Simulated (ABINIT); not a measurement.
An input for ABINIT 10.8.3 (MgO2 (R-3m)):

```
acell 3*1.0 Angstrom
rprim 
  1.604761016024 0.926509204586 3.493978874900
  -1.604761016024 0.926509204586 3.493978874900
  0.000000000000 -1.853018409173 3.493978874900
ntypat 2
znucl 12 8
natom 3
typat 1 2 2
xred 
  0.000000000000 0.000000000000 0.000000000000
  0.428786000000 0.428786000000 0.428786000000
  0.571214000000 0.571214000000 0.571214000000
pp_dirpath "pseudos"
pseudos "Mg.upf, O.upf"
ecut 38
ngkpt 4 4 4
nshiftk 1
shiftk 0 0 0
kptopt 1
chksymbreak 0
istwfk *1
occopt 1
irdwfk 1
optdriver 4
nband 34
gwcalctyp 28
ecutsigx 38
symsigma 0
nkptgw 13
kptgw 
  0.0000000000 0.0000000000 0.0000000000
  0.2500000000 0.0000000000 0.0000000000
  0.5000000000 0.0000000000 0.0000000000
  0.2500000000 0.2500000000 0.0000000000
  0.5000000000 0.2500000000 0.0000000000
  -0.2500000000 0.2500000000 0.0000000000
  0.5000000000 0.5000000000 0.0000000000
  0.2500000000 0.2500000000 0.2500000000
  0.5000000000 0.2500000000 0.2500000000
  -0.2500000000 0.2500000000 0.2500000000
  0.5000000000 0.5000000000 0.2500000000
  -0.2500000000 0.5000000000 0.2500000000
  0.5000000000 0.5000000000 0.5000000000
bdgw 
  7 19
  7 19
  7 19
  7 19
  7 19
  7 19
  7 19
  7 19
  7 19
  7 19
  7 19
  7 19
  7 19
ecuteps 4
irdscr 1
ppmodel 1
irdqps 1
rhoqpmix 0.3
indata_prefix "in"
outdata_prefix "out"
tmpdata_prefix "tmp"
```

```sh
OMP_NUM_THREADS=1 mpirun -n 8 abinit run.abi > log
```

Q: Estimate wall time and host memory on 8 MPI ranks of Arm Neoverse V1, shared host.

It took 44 s; on shared hardware allow 22 s to 88 s. Peak host memory was 3.0 GiB.

[Paths, hosts, dates, memory and timing lines, banners, echoed tables and standing remarks are left out of the program output.]

[Logs are printed without paths, hosts, clocks, repeated set-up lines and the standing remarks that a program may print on its own settings, such as how far it seeks lower states.]

[Runs of the session that timed out or met a known fault of the program may be left out.]

[Hosts, paths, dates, database ids (printed as entryN), source tags and the programs' standing remarks are cut or masked in the printed files.]

[G0W0 gaps are taken among the corrected bands and points alone; a level outside them can change the order at an edge.]

[Where Ansatz stands beside ABINIT at settings called matched, ABINIT's density can come from a denser mesh and the files from another edition; pairs whose starting gaps differed by over 0.03 eV were left out, so agreement reads better than it is.]
